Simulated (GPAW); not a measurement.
# propane-1,3-dithiol between two Al chains: relaxation, then transmission at several levels, part 2 of 2

How well does propane-1,3-dithiol between two Al chains conduct once its atoms have relaxed, and how much do cheaper levels lose?

GPAW 26.7.0; GPAW LCAO, PAW setups; relaxation of the junction within the symmetry of its start, lead ends held (the session's first sound run).

So far, transmission at the Fermi level (one spin): step 3 (double-zeta polarised basis) 0.0644; step 4 (basis szp(dzp)) 0.0647; step 5 (basis sz(dzp)) 0.0557. Also open channels of the lead at the Fermi level (one spin): 2 in steps 3, 4 and 5.

### Step 6. revPBE in the dzp basis: xc = "revPBE"

Level of this step: GPAW LCAO, PAW setups; Landauer transmission from Green's functions with principal layers (ASE), zero bias (GPAW).

Back in the dzp basis, the functional changes from PBE to revPBE, to set the spread between functionals beside that between bases.

run.py

```python
import json
import numpy as np
from ase import Atoms
from ase.transport.calculators import TransportCalculator
from gpaw import GPAW, FermiDirac
from gpaw.lcao.tools import get_lcao_hamiltonian
from scipy.linalg import eigh

# The junction with lead layers at both ends, along the third cell vector
device = Atoms(
    ['Al', 'Al', 'Al', 'Al', 'Al', 'Al', 'Al', 'S', 'H', 'H', 'C', 'H', 'C', 'H', 'C', 'H', 'H', 'S', 'Al', 'Al', 'Al', 'Al', 'Al', 'Al', 'Al'],
    positions=[
        [5.91547, 6.08304, 1.20000],
        [5.91547, 6.08304, 3.60000],
        [5.91547, 6.08304, 6.00000],
        [5.91547, 6.08304, 8.40000],
        [5.91547, 6.08304, 10.80000],
        [5.91547, 6.08304, 13.20000],
        [6.76680, 6.78943, 15.58264],
        [6.86013, 4.51690, 15.74426],
        [8.69788, 5.00322, 17.29252],
        [8.33141, 3.24538, 17.19182],
        [7.86976, 4.25619, 17.28273],
        [6.49817, 5.36955, 18.55164],
        [7.01618, 4.37709, 18.55165],
        [6.20791, 3.60682, 18.55165],
        [7.86976, 4.25621, 19.82056],
        [8.33143, 3.24541, 19.91146],
        [8.69786, 5.00326, 19.81076],
        [6.86014, 4.51690, 21.35903],
        [6.76680, 6.78943, 21.52067],
        [5.91547, 6.08304, 23.90331],
        [5.91547, 6.08304, 26.30331],
        [5.91547, 6.08304, 28.70331],
        [5.91547, 6.08304, 31.10331],
        [5.91547, 6.08304, 33.50331],
        [5.91547, 6.08304, 35.90331]],
    cell=[[11.83094, 0.0, 0.0], [0.0, 12.16608, 0.0], [0.0, 0.0, 37.10331]],
    pbc=True)

# One principal layer of the lead: the first 4 atoms of the device
lead = Atoms(
    ['Al', 'Al', 'Al', 'Al'],
    positions=[
        [5.91547, 6.08304, 1.20000],
        [5.91547, 6.08304, 3.60000],
        [5.91547, 6.08304, 6.00000],
        [5.91547, 6.08304, 8.40000]],
    cell=[[11.83094, 0.0, 0.0], [0.0, 12.16608, 0.0], [0.0, 0.0, 9.6]],
    pbc=True)

settings = dict(mode='lcao', basis='dzp', xc='revPBE', h=0.2,
                occupations=FermiDirac(0.1), maxiter=250,
                mixer=dict(beta=0.1, nmaxold=8, weight=100.0),
                convergence=dict(density=0.0001))
energies = np.arange(-2, 2 + 1e-9, 0.025)
eta = 0.0001
n1, n2 = 1, 1
# k and -k transmit alike, so half of the mesh across the current serves
mesh = [(i, j) for i in range(n1) for j in range(n2) if (i, j) <= (-i % n1, -j % n2)]
weights = np.array([1 if (i, j) == (-i % n1, -j % n2) else 2 for i, j in mesh]) / (n1 * n2)

# [... helper functions left out ...]
fermi_lead = ground_state(lead, (1, 1, 12), 'lead.txt')
fermi_device = ground_state(device, (1, 1, 2), 'device.txt')
# [... loop over the mesh left out, but for ...]
        # Shift the lead onto the potential of the device's first layer
        shift = ((H[:, 0, 0] - H0[:, 0, 0]) / S0[0, 0]).real.mean()
# [...]
kT = 8.617333e-5 * 300
bias = [0.1, 0.2, 0.5, 1.0, 1.5, 2.0]
# [... integrals and printing left out ...]
```

The run is started by

```console
OMP_NUM_THREADS=1 OPENBLAS_NUM_THREADS=1 python run.py
```

Output:

```text
basis functions: device 277, principal layer 52
Fermi level: lead -3.5377 eV, device -3.4446 eV; lead shifted by 0.0177 eV
largest coupling past the next layer 1.16e-15 eV, largest misfit of the first layer 0.090 eV
  E-E_F (eV)   T (one spin)  channels
    -2.000    9.4726e-03    1.0000
    -1.975    1.1368e-02    1.0000
    -1.950    1.4350e-02    1.0000
[...]
1.975    6.2153e-02    3.0000
     2.000    6.4287e-02    3.0000
conductance at 300 K: 0.078451 G0 a cell; thermopower 82.99 uV/K
current from the zero-bias T(E) at 0.1 V: 0.6484 uA
current from the zero-bias T(E) at 0.2 V: 1.5856 uA
current from the zero-bias T(E) at 0.5 V: 7.4558 uA
current from the zero-bias T(E) at 1.0 V: 10.678 uA
current from the zero-bias T(E) at 1.5 V: 10.91 uA
current from the zero-bias T(E) at 2.0 V: 11.171 uA
```

Wall time 1.8 min (1 thread of Arm Neoverse V1, shared host); peak memory 1.9 GiB.

This step gave:

```
conductance                                    : 0.07845 G₀
thermopower                                    : 82.99 μV/K
largest coupling past the next principal layer : 1.16e-15 eV
largest misfit of the first principal layer    : 0.09043 eV
shift that aligns the lead                     : 0.01771 eV
basis functions of the junction                : 277
basis functions of a principal layer           : 52
transmission at the Fermi level (one spin)     : 0.06693
```

One spin. The transmission, zone mean by energy, zero at the Fermi level:

energy (eV), transmission, zone mean and a bar:
```
   -2.000      0.009 
   -1.825      0.775 #########################
   -1.800      0.314 ##########
   -1.600      0.047 #
   -1.525      0.831 ##########################
   -1.400      0.182 ######
   -1.300      0.711 #######################
   -1.200      0.000 
   -1.000      0.000 
   -0.800      0.000 
   -0.600      0.000 
   -0.400      0.000 
   -0.325      0.822 ##########################
   -0.200      0.805 ##########################
   -0.175      0.946 ##############################
    0.000      0.067 ##
    0.200      0.020 #
    0.400      0.013 
    0.600      0.012 
    0.800      0.013 
    1.000      0.015 
    1.200      0.024 #
    1.400      0.030 #
    1.600      0.038 #
    1.800      0.049 ##
    2.000      0.064 ##
```

The conductance, 0.0785 G₀, lies 5.8 % above that of the dzp run.

### Step 7. The structure as built: geometry = "as built"

The dzp basis with PBE on the structure as first built shows what the relaxation was worth.

run.py, as its differences from that of step 6:

```diff
@@ -18,15 +18,15 @@
         [5.91547, 6.08304, 13.20000],
-        [6.76680, 6.78943, 15.58264],
-        [6.86013, 4.51690, 15.74426],
-        [8.69788, 5.00322, 17.29252],
-        [8.33141, 3.24538, 17.19182],
-        [7.86976, 4.25619, 17.28273],
-        [6.49817, 5.36955, 18.55164],
-        [7.01618, 4.37709, 18.55165],
-        [6.20791, 3.60682, 18.55165],
-        [7.86976, 4.25621, 19.82056],
-        [8.33143, 3.24541, 19.91146],
-        [8.69786, 5.00326, 19.81076],
-        [6.86014, 4.51690, 21.35903],
-        [6.76680, 6.78943, 21.52067],
+        [5.91547, 6.08304, 15.60000],
+        [6.91291, 4.13230, 15.79929],
+        [8.58094, 5.02166, 17.27462],
+        [8.57878, 3.25000, 17.27839],
+        [7.93700, 4.13665, 17.29859],
+        [6.41878, 5.02671, 18.55164],
+        [7.06466, 4.13900, 18.55165],
+        [6.41434, 3.25450, 18.55165],
+        [7.93700, 4.13667, 19.80470],
+        [8.57880, 3.25003, 19.82489],
+        [8.58092, 5.02170, 19.82866],
+        [6.91292, 4.13230, 21.30400],
+        [5.91547, 6.08304, 21.50331],
         [5.91547, 6.08304, 23.90331],
@@ -51,3 +51,3 @@
 
-settings = dict(mode='lcao', basis='dzp', xc='revPBE', h=0.2,
+settings = dict(mode='lcao', basis='dzp', xc='PBE', h=0.2,
                 occupations=FermiDirac(0.1), maxiter=250,
```

Output:

```text
basis functions: device 277, principal layer 52
Fermi level: lead -3.5883 eV, device -3.4242 eV; lead shifted by 0.0095 eV
largest coupling past the next layer 1.11e-15 eV, largest misfit of the first layer 0.046 eV
  E-E_F (eV)   T (one spin)  channels
    -2.000    7.2308e-02    1.0000
    -1.975    5.3098e-02    1.0000
    -1.950    4.3858e-02    1.0000
[...]
1.975    3.9755e-02    3.0000
     2.000    4.0612e-02    3.0000
conductance at 300 K: 0.83016 G0 a cell; thermopower 30.34 uV/K
current from the zero-bias T(E) at 0.1 V: 6.1615 uA
current from the zero-bias T(E) at 0.2 V: 11.214 uA
current from the zero-bias T(E) at 0.5 V: 22.393 uA
current from the zero-bias T(E) at 1.0 V: 25.859 uA
current from the zero-bias T(E) at 1.5 V: 25.991 uA
current from the zero-bias T(E) at 2.0 V: 26.155 uA
```

Run time: 1.8 min. Hardware: 1 thread; peak memory 1.9 GiB.

This step gave:

| Item | Value |
| --- | --- |
| conductance | 0.8302 G₀ |
| thermopower | 30.34 μV/K |
| largest coupling past the next principal layer | 1.11e-15 eV |
| largest misfit of the first principal layer | 0.04605 eV |
| shift that aligns the lead | 0.009463 eV |
| transmission at the Fermi level (one spin) | 0.9849 |

One spin. The transmission, zone mean by energy, zero at the Fermi level:

```csv
energy (eV),"transmission, zone mean"
-2.000,0.0723
-1.900,0.0535
-1.825,0.523
-1.800,0.0958
-1.700,0.0125
-1.600,0.00708
-1.500,0.00458
-1.400,0.00242
-1.300,2.8e-4
-1.200,2.0e-11
-1.100,3.3e-12
-1.000,1.5e-12
-0.900,1.1e-12
-0.800,0
-0.700,1.0e-12
-0.600,1.3e-12
-0.500,2.7e-12
-0.400,5.6e-9
-0.300,0.285
-0.200,0.992
-0.100,0.867
0.000,0.985
0.100,0.181
0.200,0.0286
0.300,0.0111
0.400,0.00748
0.500,0.00658
0.600,0.00652
0.700,0.00686
0.800,0.00746
0.900,0.00831
1.000,0.0110
1.100,0.0141
1.200,0.0169
1.300,0.0197
1.400,0.0224
1.500,0.0252
1.600,0.0280
1.700,0.0310
1.800,0.0340
1.900,0.0372
2.000,0.0406
```

The conductance, 0.830 G₀, lies a factor of 11 above that of the dzp run.

### Step 8. The ladder

Times are for 1 thread of Arm Neoverse V1, shared host. Results by setting:

```csv
no.,run,conductance (G₀),time,memory (GiB)
1,dzp,0.07415,2 min,1.9
2,szp,0.07078,1.7 min,1.8
3,sz,0.06193,64 s,1.7
4,dzp revPBE,0.07845,1.8 min,1.9
5,asbuilt,0.8302,1.8 min,1.9
```

### Step 9. Comparison

The curves are compared point by point over the common energies.

This step: comparison of transmission and cost over codes, levels and geometry (GPAW 26.7.0).

Ladder, by row:

```csv
step,code,T at the Fermi level (sum over the listed spins),conductance (G0),r.m.s. T(E) from the first,wall time (s),peak memory (GiB),threads
dzp,GPAW,0.06441,0.07415,0,120.4,1.87,1
szp,GPAW,0.06469,0.07078,0.1037,103.4,1.84,1
sz,GPAW,0.05567,0.06193,0.1524,63.86,1.71,1
dzp-revPBE,GPAW,0.06693,0.07845,0.04252,106.4,1.87,1
asbuilt,GPAW,0.9849,0.8302,0.2261,109.4,1.87,1
```

Table of transmission, zone mean, sum over the listed spins by energy, zero at the Fermi level:

```csv
energy (eV),dzp,szp,sz,dzp-revPBE,asbuilt
-2.000,0.00970,0.00828,0.0149,0.00947,0.0723
-1.900,0.0282,0.0212,0.151,0.0296,0.0535
-1.825,0.553,0.163,0.146,0.775,0.523
-1.800,0.461,0.747,0.0671,0.314,0.0958
-1.700,0.0177,0.0432,0.00723,0.0179,0.0125
-1.600,0.0386,0.0862,9.3e-7,0.0468,0.00708
-1.525,0.646,0.990,3.7e-8,0.831,0.00514
-1.500,0.895,0.587,3.0e-7,0.765,0.00458
-1.400,0.180,0.183,4.2e-11,0.182,0.00242
-1.300,0.608,3.4e-8,1.5e-12,0.711,2.8e-4
-1.200,2.3e-9,5.4e-11,2.0e-13,1.4e-9,2.0e-11
-1.100,3.2e-11,3.3e-12,5.8e-14,2.3e-11,3.3e-12
-1.000,4.6e-12,7.7e-13,3.2e-14,3.6e-12,1.5e-12
-0.900,1.9e-12,4.2e-13,3.0e-14,1.6e-12,1.1e-12
-0.800,1.5e-12,3.9e-13,4.4e-14,1.3e-12,9.6e-13
-0.700,1.8e-12,5.8e-13,9.1e-14,1.5e-12,1.0e-12
-0.600,3.3e-12,1.3e-12,2.8e-13,2.6e-12,1.3e-12
-0.500,1.1e-11,5.5e-12,2.0e-12,8.6e-12,2.7e-12
-0.400,1.0e-9,1.9e-10,4.2e-9,9.1e-10,5.6e-9
-0.325,0.515,0.410,0.901,0.822,0.142
-0.300,0.205,0.292,0.460,0.258,0.285
-0.200,0.878,0.915,0.930,0.805,0.992
-0.175,0.872,0.516,0.529,0.946,0.952
-0.100,0.181,0.147,0.135,0.204,0.867
0.000,0.0644,0.0647,0.0557,0.0669,0.985
0.100,0.0328,0.0332,0.0288,0.0328,0.181
0.200,0.0207,0.0207,0.0184,0.0202,0.0286
0.300,0.0156,0.0158,0.0142,0.0151,0.0111
0.400,0.0133,0.0137,0.0126,0.0128,0.00748
0.500,0.0124,0.0129,0.0121,0.0119,0.00658
0.600,0.0122,0.0128,0.0121,0.0117,0.00652
0.700,0.0125,0.0130,0.0156,0.0119,0.00686
0.800,0.0131,0.0156,0.0195,0.0125,0.00746
0.900,0.0141,0.0204,0.0227,0.0134,0.00831
1.000,0.0185,0.0241,0.0257,0.0151,0.0110
1.100,0.0224,0.0277,0.0288,0.0201,0.0141
1.200,0.0260,0.0313,0.0321,0.0236,0.0169
1.300,0.0294,0.0351,0.0358,0.0270,0.0197
1.400,0.0331,0.0392,0.0397,0.0304,0.0224
1.500,0.0370,0.0435,0.0438,0.0342,0.0252
1.600,0.0415,0.0482,0.0481,0.0384,0.0280
1.700,0.0466,0.0535,0.0527,0.0432,0.0310
1.800,0.0528,0.0598,0.0576,0.0490,0.0340
1.900,0.0604,0.0671,0.0630,0.0561,0.0372
2.000,0.0692,0.0753,0.0689,0.0643,0.0406
```

### Step 10. Smearing 0.2: width = 0.2

Smearing helps the SCF of a metal converge, but it blurs occupations at band edges near the Fermi level.

This step: GPAW LCAO, PAW setups; Landauer transmission from Green's functions with principal layers (ASE), zero bias (GPAW 26.7.0).

run.py, as its differences from that of step 7:

```diff
@@ -18,15 +18,15 @@
         [5.91547, 6.08304, 13.20000],
-        [5.91547, 6.08304, 15.60000],
-        [6.91291, 4.13230, 15.79929],
-        [8.58094, 5.02166, 17.27462],
-        [8.57878, 3.25000, 17.27839],
-        [7.93700, 4.13665, 17.29859],
-        [6.41878, 5.02671, 18.55164],
-        [7.06466, 4.13900, 18.55165],
-        [6.41434, 3.25450, 18.55165],
-        [7.93700, 4.13667, 19.80470],
-        [8.57880, 3.25003, 19.82489],
-        [8.58092, 5.02170, 19.82866],
-        [6.91292, 4.13230, 21.30400],
-        [5.91547, 6.08304, 21.50331],
+        [6.76680, 6.78943, 15.58264],
+        [6.86013, 4.51690, 15.74426],
+        [8.69788, 5.00322, 17.29252],
+        [8.33141, 3.24538, 17.19182],
+        [7.86976, 4.25619, 17.28273],
+        [6.49817, 5.36955, 18.55164],
+        [7.01618, 4.37709, 18.55165],
+        [6.20791, 3.60682, 18.55165],
+        [7.86976, 4.25621, 19.82056],
+        [8.33143, 3.24541, 19.91146],
+        [8.69786, 5.00326, 19.81076],
+        [6.86014, 4.51690, 21.35903],
+        [6.76680, 6.78943, 21.52067],
         [5.91547, 6.08304, 23.90331],
@@ -52,3 +52,3 @@
 settings = dict(mode='lcao', basis='dzp', xc='PBE', h=0.2,
-                occupations=FermiDirac(0.1), maxiter=250,
+                occupations=FermiDirac(0.2), maxiter=250,
                 mixer=dict(beta=0.1, nmaxold=8, weight=100.0),
```

Output:

```text
basis functions: device 277, principal layer 52
Fermi level: lead -3.5463 eV, device -3.4516 eV; lead shifted by 0.0113 eV
largest coupling past the next layer 1.90e-15 eV, largest misfit of the first layer 0.058 eV
  E-E_F (eV)   T (one spin)  channels
    -2.000    1.7976e-02    1.0000
    -1.975    2.6354e-02    1.0000
    -1.950    4.5752e-02    1.0000
    -1.925    1.0998e-01    1.0000
    -1.900    5.4055e-01    1.0000
    -1.875    4.1360e-01    1.0000
    -1.850    8.1740e-02    1.0000
    -1.825    3.2915e-02    1.0000
    -1.800    1.9134e-02    1.0000
    -1.775    1.4263e-02    1.0000
    -1.750    1.3066e-02    1.0000
    -1.725    1.4463e-02    1.0000
    -1.700    1.9219e-02    1.0000
    -1.675    3.0774e-02    1.0000
    -1.650    6.0757e-02    1.0000
    -1.625    1.5686e-01    1.0000
[...]
1.825    6.0947e-02    3.0000
     1.850    6.3136e-02    3.0000
     1.875    6.5400e-02    3.0000
     1.900    6.7725e-02    3.0000
     1.925    7.0090e-02    3.0000
     1.950    7.2469e-02    3.0000
     1.975    7.4830e-02    3.0000
     2.000    7.7138e-02    3.0000
conductance at 300 K: 0.031285 G0 a cell; thermopower 34.33 uV/K
current from the zero-bias T(E) at 0.1 V: 0.24722 uA
current from the zero-bias T(E) at 0.2 V: 0.52973 uA
current from the zero-bias T(E) at 0.5 V: 3.1275 uA
current from the zero-bias T(E) at 1.0 V: 7.171 uA
current from the zero-bias T(E) at 1.5 V: 7.4626 uA
current from the zero-bias T(E) at 2.0 V: 7.794 uA
```

Wall time 1.8 min (1 thread); peak memory 1.9 GiB.

This step gave:

```
conductance                                    : 0.03128 G₀
thermopower                                    : 34.33 μV/K
largest coupling past the next principal layer : 1.90e-15 eV
largest misfit of the first principal layer    : 0.05757 eV
shift that aligns the lead                     : 0.01134 eV
transmission at the Fermi level (one spin)     : 0.02986
```

One spin. Transmission, zone mean against energy, zero at the Fermi level:

```csv
energy (eV),"transmission, zone mean"
-2.000,0.0180
-1.900,0.541
-1.800,0.0191
-1.700,0.0192
-1.600,0.548
-1.575,0.934
-1.500,0.190
-1.400,0.268
-1.325,0.847
-1.300,2.1e-7
-1.200,1.4e-10
-1.100,1.0e-11
-1.000,3.2e-12
-0.900,2.0e-12
-0.800,2.1e-12
-0.700,3.4e-12
-0.600,9.3e-12
-0.500,8.7e-11
-0.400,0.131
-0.300,0.397
-0.275,0.926
-0.200,0.161
-0.100,0.0491
0.000,0.0299
0.100,0.0223
0.200,0.0185
0.300,0.0163
0.400,0.0151
0.500,0.0145
0.600,0.0143
0.700,0.0145
0.800,0.0150
0.900,0.0167
1.000,0.0215
1.100,0.0250
1.200,0.0285
1.300,0.0321
1.400,0.0359
1.500,0.0402
1.600,0.0453
1.700,0.0514
1.800,0.0588
1.900,0.0677
2.000,0.0771
```

Crossings of the lead's bands, unfolded to its shortest repeat. Open channels, zone mean against energy, zero at the Fermi level:

```csv
energy (eV),"open channels, zone mean"
-2.000,1
-1.900,1
-1.800,1
-1.700,1
-1.600,1
-1.500,1
-1.400,1
-1.300,0
-1.200,0
-1.100,0
-1.000,0
-0.900,0
-0.800,0
-0.700,0
-0.600,0
-0.500,0
-0.400,2
-0.300,2
-0.200,2
-0.100,2
0.000,2
0.100,2
0.200,2
0.300,2
0.400,2
0.500,2
0.600,2
0.700,2
0.800,2
0.900,3
1.000,3
1.100,3
1.200,3
1.300,3
1.400,3
1.500,3
1.600,3
1.700,3
1.800,3
1.900,3
2.000,3
```

Not self-consistent under bias; the bias window is split evenly. The current through one cell, from the zero-bias transmission by bias:

```csv
bias (V),"current through one cell, from the zero-bias transmission (μA)"
0.100,0.247
0.200,0.530
0.500,3.13
1.000,7.17
1.500,7.46
2.000,7.79
```

The transmission of the three most open eigenchannels by energy, zero at the Fermi level:

```csv
energy (eV),channel 1,channel 2,channel 3
-2.000,0.0180,0,0
-1.900,0.541,0,0
-1.800,0.0191,0,0
-1.700,0.0192,0,0
-1.600,0.548,0,0
-1.500,0.190,0,0
-1.400,0.268,0,0
-1.300,2.1e-7,0,0
-1.200,1.4e-10,0,0
-1.100,1.0e-11,0,0
-1.000,2.9e-12,0,0
-0.900,1.8e-12,0,0
-0.800,1.9e-12,0,0
-0.700,3.2e-12,0,0
-0.600,9.1e-12,0,0
-0.500,8.7e-11,0,0
-0.400,0.131,1.7e-4,0
-0.300,0.396,8.8e-4,0
-0.200,0.160,0.00163,0
-0.100,0.0469,0.00221,0
0.000,0.0273,0.00255,0
0.100,0.0196,0.00270,0
0.200,0.0157,0.00278,0
0.300,0.0135,0.00285,0
0.400,0.0122,0.00295,0
0.500,0.0114,0.00310,0
0.600,0.0110,0.00331,0
0.700,0.0108,0.00363,0
0.800,0.0109,0.00410,3.3e-12
0.900,0.0116,0.00516,8.2e-6
1.000,0.0149,0.00645,2.0e-4
1.100,0.0172,0.00748,3.8e-4
1.200,0.0193,0.00858,6.1e-4
1.300,0.0214,0.00976,9.3e-4
1.400,0.0235,0.0111,0.00138
1.500,0.0257,0.0124,0.00206
1.600,0.0283,0.0139,0.00307
1.700,0.0313,0.0155,0.00458
1.800,0.0349,0.0172,0.00675
1.900,0.0391,0.0190,0.00962
2.000,0.0433,0.0208,0.0130
```

The conductance, 0.0313 G₀, lies 58 % below that of the dzp run.

### Step 11. What came out

| Property | Result |
| --- | --- |
| conductance | 0.0741 G₀ |
| transmission at the Fermi level, mean of the spins | 0.0644 |
| thermopower | 77.6 μV/K |
| open channels of the lead there | 2 |

**Reading.** In the dzp basis the junction conducts 0.0741 G₀ at 300 K, with T = 0.0644 a spin at the Fermi level; the szp basis reaches that conductance within 10 %. Relaxation moved atoms by up to 1.1 Å and took the conductance from 0.830 to 0.0741 G₀, as a ratio a larger change than the step from dzp to the minimal basis. The conductance differs from T at the Fermi level because it averages T(E) over the thermal window, about 0.09 eV wide, in which T changes. The scatterer reflects about 97 % of the incoming channels at the Fermi level. At the Fermi level one eigenchannel carries the current (0.061). The positive thermopower says that the thermally weighted transmission is larger below the Fermi level, as for hole-like transport. Measured against the first run (dzp), the nearest curve is that of dzp-revPBE (r.m.s. 0.043) and the farthest that of asbuilt (0.23). Over the compared runs wall time goes from 64 s (sz) to 120 s (dzp), on a shared host. A change of numerical settings alone (smearing 0.2) gives 0.0313 G₀, so the conductance is not converged in them and the ranking of the bases holds for these settings only. The leads kept an estimated spacing and the cell its length, so the junction may be under some tension or compression. The geometry comes from the orbital basis, which tends to overbind, and kept the symmetry of the start, so a structure of lower symmetry may lie lower. Semilocal functionals put molecular levels too near the Fermi level, so such conductances usually come out too high, and chain electrodes have a sharper density of states than real ones. Energies count from the junction cell's Fermi level; in the run with T = 0.0644 there, the aligned lead's own level lies at 0.020 eV, where T interpolates to 0.0554; the finite cell leaves the answer open by at least that much. An evenly spaced straight chain is an idealisation: free chains tend to dimerise, zigzag or, where a band edge lies near the Fermi level, turn magnetic. The currents use the zero-bias T(E) throughout, which holds only while the bias is small against the distance to the nearest feature.

[Logs are printed without paths, hosts, clocks, repeated set-up lines and the standing remarks that a program may print on its own settings, such as how far it seeks lower states.]

[Hosts, paths, dates, database ids (printed as entryN), source tags and the programs' standing remarks are cut or masked in the printed files.]
